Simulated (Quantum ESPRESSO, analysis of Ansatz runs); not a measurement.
# Migration in Li2ZnCl4 (Fd-3m): V_Cl hop (3.6 Å), charge +1 (Quantum ESPRESSO), part 2 of 3

Aim: the barrier of one jump in Li2ZnCl4 (Fd-3m) at charge +1: V_Cl hop (3.6 Å). The model is a cell of 56 host atoms with 1 Cl taken out; Cl is the atom that moves.

Quantum ESPRESSO 7.5; Quantum ESPRESSO plane-wave DFT, PBEsol, GBRV 1.5 PBEsol potentials; nudged elastic band between two relaxed defect structures at fixed charge in a uniform background.

So far: The starting structure; Relaxation of the start point, charge +1.

### Step 3. Relaxation of the end point, charge +1

Level of this step: Quantum ESPRESSO plane-wave DFT, PBEsol, GBRV 1.5 PBEsol potentials; relaxation of all atoms of a defect supercell at fixed charge in a uniform background (Quantum ESPRESSO).

The end point is relaxed in the same cell and settings, so that the two energies compare. Atoms more than 3.2 Å from the middle of the hop start where the first relaxation left them, the nearer ones on or close to their ideal places, with small random displacements.

Input file pw.in:

```
&CONTROL
  calculation = 'relax'
  prefix = 'pwscf'
  outdir = './tmp'
  pseudo_dir = './pseudo'
  tprnfor = .true.
  disk_io = 'low'
  nstep = 70
  forc_conv_thr = 0.00078
  etot_conv_thr = 0.0001
/
&SYSTEM
  ibrav = 0
  nat = 55
  ntyp = 3
  ecutwfc = 40
  ecutrho = 324
  nbnd = 216
  occupations = 'fixed'
  tot_charge = 1
  nosym = .true.
/
&ELECTRONS
  conv_thr = 6d-08
  electron_maxstep = 100
  mixing_beta = 0.5
/
&IONS
  ion_dynamics = 'bfgs'
/
ATOMIC_SPECIES
Li     6.9400 li_pbesol_v1.4.uspp.F.UPF
Zn    65.3800 zn_pbesol_v1.uspp.F.UPF
Cl    35.4500 cl_pbesol_v1.4.uspp.F.UPF
CELL_PARAMETERS angstrom
  10.2310996034    0.0000000000    0.0000000000
   0.0000000000   10.2310996034    0.0000000000
   0.0000000000    0.0000000000   10.2310996034
ATOMIC_POSITIONS crystal
Li     0.3745568152    0.3744365808    0.6243355601
Li     0.3791707538    0.8801367325    0.1302569056
[... 3 atom lines left out ...]
Li     0.3751673013    0.6246202757    0.3741150401
[... 3 atom lines left out ...]
Li     0.1204141974    0.6217545833    0.1294991429
[... 3 atom lines left out ...]
Li     0.1259443250    0.8751625336    0.3751927887
[... 3 atom lines left out ...]
Zn     0.0006040785    0.5007679741    0.5000252842
[... 3 atom lines left out ...]
Zn     0.2504101826    0.7508800382    0.7501123272
[... 6 atom lines left out ...]
Cl     0.3715183586    0.8717419316    0.3725259760
[... 2 atom lines left out ...]
Cl     0.3777430482    0.3784661802    0.3791245798
[... 7 atom lines left out ...]
Cl     0.1285404842    0.3716148323    0.6274638795
[... 4 atom lines left out ...]
Cl     0.3782472730    0.6214586272    0.6207837413
[... 3 atom lines left out ...]
Cl     0.1208577347    0.8790398528    0.6218612353
[... 5 atom lines left out ...]
Cl     0.6195736901    0.6220303233    0.3811574646
K_POINTS gamma
```

Run with:

```
> OMP_NUM_THREADS=1 mpirun -n 4 pw.x -in pw.in > pw.out
```

The program printed:

```text
[shortened: banners, details of potentials and solvers, and blank lines are left out]
[banner, memory and clock lines left out]
     gamma-point specific algorithms are used
     one sub-group per band group will be used
     bravais-lattice index     =            0
     lattice parameter (alat)  =      19.3340  a.u.
     unit-cell volume          =    7227.0913 (a.u.)^3
     number of atoms/cell      =           55
     number of atomic types    =            3
     number of electrons       =       424.00
     number of Kohn-Sham states=          216
     kinetic-energy cutoff     =      40.0000  Ry
     charge density cutoff     =     324.0000  Ry
     scf convergence threshold =      6.0E-08
     mixing beta               =       0.5000
     number of iterations used =            8  plain     mixing
     energy convergence thresh.=      1.0E-04
     force convergence thresh. =      7.8E-04
     Exchange-correlation= SLA  PW   PSX  PSC
                           (   1   4  10   8   0   0   0)
     nstep                     =           70
     crystal axes: (cart. coord. in units of alat)
               a(1) = (   1.000000   0.000000   0.000000 )
               a(2) = (   0.000000   1.000000   0.000000 )
               a(3) = (   0.000000   0.000000   1.000000 )
     PseudoPot. # 1 for Li read from file:
     li_pbesol_v1.4.uspp.F.UPF
     Pseudo is Ultrasoft, Zval =  3.0
     PseudoPot. # 2 for Zn read from file:
     zn_pbesol_v1.uspp.F.UPF
     Pseudo is Ultrasoft, Zval = 20.0
[...]
PseudoPot. # 3 for Cl read from file:
     cl_pbesol_v1.4.uspp.F.UPF
     Pseudo is Ultrasoft + core correction, Zval =  7.0
[...]
atomic species   valence    mass     pseudopotential
     Li                3.00     6.94000     Li( 1.00)
     Zn               20.00    65.38000     Zn( 1.00)
     Cl                7.00    35.45000     Cl( 1.00)
     No symmetry found
     site n.     atom                  positions (alat units)
         1        Li     tau(   1) = (   0.3745568   0.3744366   0.6243356  )
         2        Li     tau(   2) = (   0.3791708   0.8801367   0.1302569  )
         3        Li     tau(   3) = (   0.8732988   0.3756881   0.1258699  )
         4        Li     tau(   4) = (   0.8700321   0.8785446   0.6196012  )
         5        Li     tau(   5) = (   0.3787580   0.1298222   0.8784759  )
         6        Li     tau(   6) = (   0.3751673   0.6246203   0.3741150  )
         7        Li     tau(   7) = (   0.8733498   0.1257080   0.3753845  )
         8        Li     tau(   8) = (   0.8700687   0.6213283   0.8794206  )
[...]
number of k points=     1
                       cart. coord. in units 2pi/alat
        k(    1) = (   0.0000000   0.0000000   0.0000000), wk =   2.0000000
     Dense  grid:   355940 G-vectors     FFT dimensions: ( 120, 120, 120)
     Smooth grid:   123413 G-vectors     FFT dimensions: (  80,  80,  80)
     starting charge     417.7858, renormalised to     424.0000
     Self-consistent Calculation
     iteration #  1     ecut=    40.00 Ry     beta= 0.50
     total energy              =   -4943.56322998 Ry
     estimated scf accuracy    <      23.27530293 Ry
     iteration #  2     ecut=    40.00 Ry     beta= 0.50
     total energy              =   -4953.71859550 Ry
     estimated scf accuracy    <      16.57237518 Ry
     iteration #  3     ecut=    40.00 Ry     beta= 0.50
     total energy              =   -4955.19832161 Ry
     estimated scf accuracy    <       1.13377685 Ry
[...]
c_bands:  1 eigenvalues not converged
[...]
[... 206 further cycles ...]
[...]
estimated scf accuracy    <       0.00000004 Ry
     iteration #  5     ecut=    40.00 Ry     beta= 0.50
     total energy              =   -4955.60083203 Ry
     estimated scf accuracy    <          5.1E-09 Ry
     iteration #  6     ecut=    40.00 Ry     beta= 0.50
     total energy              =   -4955.60083203 Ry
     estimated scf accuracy    <          9.2E-10 Ry
     iteration #  7     ecut=    40.00 Ry     beta= 0.50
     End of self-consistent calculation
          k = 0.0000 0.0000 0.0000 ( 15516 PWs)   bands (ev):
  -121.5927-121.1613-121.0766-121.0764-121.0744-121.0681-121.0679-121.0669
   -76.0128 -75.8945 -75.8940 -75.5049 -75.5041 -75.5039 -75.4220 -75.4219
   -75.4198 -75.4189 -75.4187 -75.4183 -75.4183 -75.4167 -75.4162 -75.4143
   -75.4140 -75.4129 -75.4122 -75.4120 -75.4111 -75.4078 -75.4077 -75.4065
   -40.6035 -40.6029 -40.6017 -40.5754 -40.5680 -40.5670 -40.5149 -40.4916
   -40.4911 -40.4900 -40.4894 -40.4861 -40.4856 -40.4339 -40.4326 -40.4318
   -11.5982 -11.3103 -11.2361 -11.2353 -11.1575 -11.1492 -11.1490 -11.0578
   -11.0305 -11.0302 -11.0079 -10.9795 -10.9788 -10.9528 -10.9196 -10.9169
   -10.8922 -10.8920 -10.8803 -10.8694 -10.8679 -10.8470 -10.7914 -10.7421
[...]
highest occupied, lowest unoccupied level (ev):     2.2575    6.4102
!    total energy              =   -4955.60083203 Ry
     estimated scf accuracy    <          8.1E-11 Ry
     The total energy is the sum of the following terms:
     one-electron contribution =   -4596.55359303 Ry
     hartree contribution      =    2394.00018915 Ry
     xc contribution           =    -677.86911768 Ry
     ewald contribution        =   -2075.17831049 Ry
     convergence has been achieved in   7 iterations
     Forces acting on atoms (cartesian axes, Ry/au):
     atom    1 type  1   force =    -0.00021352    0.00004942   -0.00027769
     atom    2 type  1   force =     0.00009045    0.00009718   -0.00004862
     atom    3 type  1   force =     0.00012434    0.00004322    0.00025744
     atom    4 type  1   force =     0.00014138   -0.00015916   -0.00023244
     atom    5 type  1   force =    -0.00022470    0.00017661   -0.00005555
     atom    6 type  1   force =     0.00015116   -0.00000642   -0.00010471
     atom    7 type  1   force =    -0.00003680   -0.00000017    0.00004038
     atom    8 type  1   force =     0.00000928   -0.00018356    0.00022914
[...]
Total force =     0.003192     Total SCF correction =     0.000045
     Energy error            =      2.4E-05 Ry
     Gradient error          =      1.3E-03 Ry/Bohr
     number of scf cycles    =  29
     number of bfgs steps    =  28
     energy             old  =   -4955.6008078637 Ry
     energy             new  =   -4955.6008320328 Ry
     CASE: energy            _new < energy            _old
     new trust radius        =       0.0075000271 bohr
     new conv_thr            =       0.0000000006 Ry
ATOMIC_POSITIONS (crystal)
Li               0.3852498369        0.3745858444        0.6252293462
Li               0.3764691200        0.8757514050        0.1234691197
Li               0.8749846480        0.3745878856        0.1147947789
Li               0.8752853003        0.8845842854        0.6251648796
Li               0.3743903765        0.1234491973        0.8753203701
Li               0.4065270788        0.6314208654        0.3681278213
Li               0.8711160982        0.1196015692        0.3705826609
Li               0.8717535575        0.6285518100        0.8791768924
[...]
Self-consistent Calculation
     iteration #  1     ecut=    40.00 Ry     beta= 0.50
     total energy              =   -4955.60084698 Ry
     estimated scf accuracy    <       0.00000744 Ry
     iteration #  2     ecut=    40.00 Ry     beta= 0.50
     total energy              =   -4955.60084879 Ry
     estimated scf accuracy    <       0.00000093 Ry
     iteration #  3     ecut=    40.00 Ry     beta= 0.50
     total energy              =   -4955.60084902 Ry
     estimated scf accuracy    <       0.00000015 Ry
     iteration #  4     ecut=    40.00 Ry     beta= 0.50
     total energy              =   -4955.60084906 Ry
     estimated scf accuracy    <       0.00000003 Ry
     iteration #  5     ecut=    40.00 Ry     beta= 0.50
     total energy              =   -4955.60084907 Ry
     estimated scf accuracy    <          3.4E-09 Ry
     iteration #  6     ecut=    40.00 Ry     beta= 0.50
     End of self-consistent calculation
          k = 0.0000 0.0000 0.0000 ( 15516 PWs)   bands (ev):
  -121.5906-121.1615-121.0768-121.0766-121.0752-121.0682-121.0679-121.0674
   -76.0107 -75.8923 -75.8923 -75.5051 -75.5043 -75.5041 -75.4223 -75.4221
   -75.4207 -75.4191 -75.4189 -75.4185 -75.4185 -75.4174 -75.4170 -75.4144
   -75.4139 -75.4134 -75.4123 -75.4121 -75.4115 -75.4079 -75.4076 -75.4072
   -40.6053 -40.6044 -40.6039 -40.5734 -40.5690 -40.5680 -40.5157 -40.4909
   -40.4900 -40.4867 -40.4863 -40.4859 -40.4853 -40.4349 -40.4323 -40.4316
   -11.5976 -11.3100 -11.2359 -11.2331 -11.1586 -11.1491 -11.1487 -11.0577
   -11.0304 -11.0291 -11.0085 -10.9796 -10.9788 -10.9541 -10.9189 -10.9171
   -10.8919 -10.8918 -10.8810 -10.8689 -10.8672 -10.8471 -10.7907 -10.7413
[...]
highest occupied, lowest unoccupied level (ev):     2.2574    6.4095
!    total energy              =   -4955.60084907 Ry
     estimated scf accuracy    <          3.8E-10 Ry
     The total energy is the sum of the following terms:
     one-electron contribution =   -4596.59291116 Ry
     hartree contribution      =    2394.02019913 Ry
     xc contribution           =    -677.86830663 Ry
     ewald contribution        =   -2075.15983041 Ry
     convergence has been achieved in   6 iterations
     Forces acting on atoms (cartesian axes, Ry/au):
     atom    1 type  1   force =    -0.00012254    0.00005748   -0.00021292
     atom    2 type  1   force =     0.00007695    0.00008444   -0.00006990
     atom    3 type  1   force =     0.00009462    0.00001824    0.00017542
     atom    4 type  1   force =     0.00010337   -0.00012238   -0.00015439
     atom    5 type  1   force =    -0.00028980    0.00018272   -0.00009618
     atom    6 type  1   force =     0.00032375   -0.00003843    0.00000329
     atom    7 type  1   force =    -0.00003055    0.00001714    0.00005790
     atom    8 type  1   force =     0.00000923   -0.00012809    0.00017401
[...]
Total force =     0.002620     Total SCF correction =     0.000076
     Energy error            =      1.7E-05 Ry
     Gradient error          =      5.5E-04 Ry/Bohr
     bfgs converged in  30 scf cycles and  29 bfgs steps
     (criteria: energy <  1.0E-04 Ry, force <  7.8E-04 Ry/Bohr)
     End of BFGS Geometry Optimization
     Final energy             =   -4955.6008490709 Ry
Begin final coordinates
ATOMIC_POSITIONS (crystal)
Li               0.3852498369        0.3745858444        0.6252293462
Li               0.3764691200        0.8757514050        0.1234691197
Li               0.8749846480        0.3745878856        0.1147947789
Li               0.8752853003        0.8845842854        0.6251648796
Li               0.3743903765        0.1234491973        0.8753203701
Li               0.4065270788        0.6314208654        0.3681278213
Li               0.8711160982        0.1196015692        0.3705826609
Li               0.8717535575        0.6285518100        0.8791768924
[...]
End final coordinates
```

Elapsed: 22 min, on 4 MPI ranks of Arm Neoverse V1, shared host; peak memory 2.1 GiB.

Relaxation path (22 of 30):

```tsv
step	energy less that of the first step (eV)
0	0.0000
1	-0.1720
3	-0.5113
4	-0.7093
6	-0.9838
7	-1.0511
8	-1.1271
10	-1.2112
11	-1.2419
12	-1.2670
14	-1.3204
15	-1.3343
17	-1.3463
18	-1.3496
19	-1.3532
21	-1.3593
22	-1.3610
23	-1.3621
25	-1.3632
26	-1.3636
28	-1.3643
29	-1.3645
```

The atoms that moved most (Å):

```tsv
atom	dx	dy	dz	length
Zn18	-0.558	-0.579	0.553	0.976
Li10	0.120	0.095	-0.366	0.397
Li12	-0.351	0.091	0.090	0.374
Li6	0.321	0.070	-0.061	0.334
Li14	0.058	0.312	-0.070	0.325
Cl53	0.037	0.000	-0.180	0.183
Li9	0.102	-0.108	0.088	0.173
Cl55	0.157	-0.020	-0.023	0.160
```

Neighbours of Cl45 at the end:

```tsv
atom	distance (Å)
Zn22	2.277
Li12	2.504
Li6	2.522
Li1	2.527
Cl32	3.393
Cl29	3.540
Cl55	3.559
Cl50	3.566
```

Numbers from this step:

* highest filled level: 2.257 eV
* lowest empty level: 6.410 eV
* r.m.s. move of the farther half of the atoms: 0.05735 Å
* largest move from the ideal geometry of this structure, a common shift of the far atoms taken out: 0.9840 Å

The relaxation gained 1.365 eV and ended with a largest force component of 0.014 eV/Å. The end lies within 1 meV of the start.

[end of part 2 of 3]

[Logs are printed without paths, hosts, clocks, repeated set-up lines and the standing remarks that a program may print on its own settings, such as how far it seeks lower states.]

[Hosts, paths, dates, database ids (printed as entryN), source tags and the programs' standing remarks are cut or masked in the printed files.]
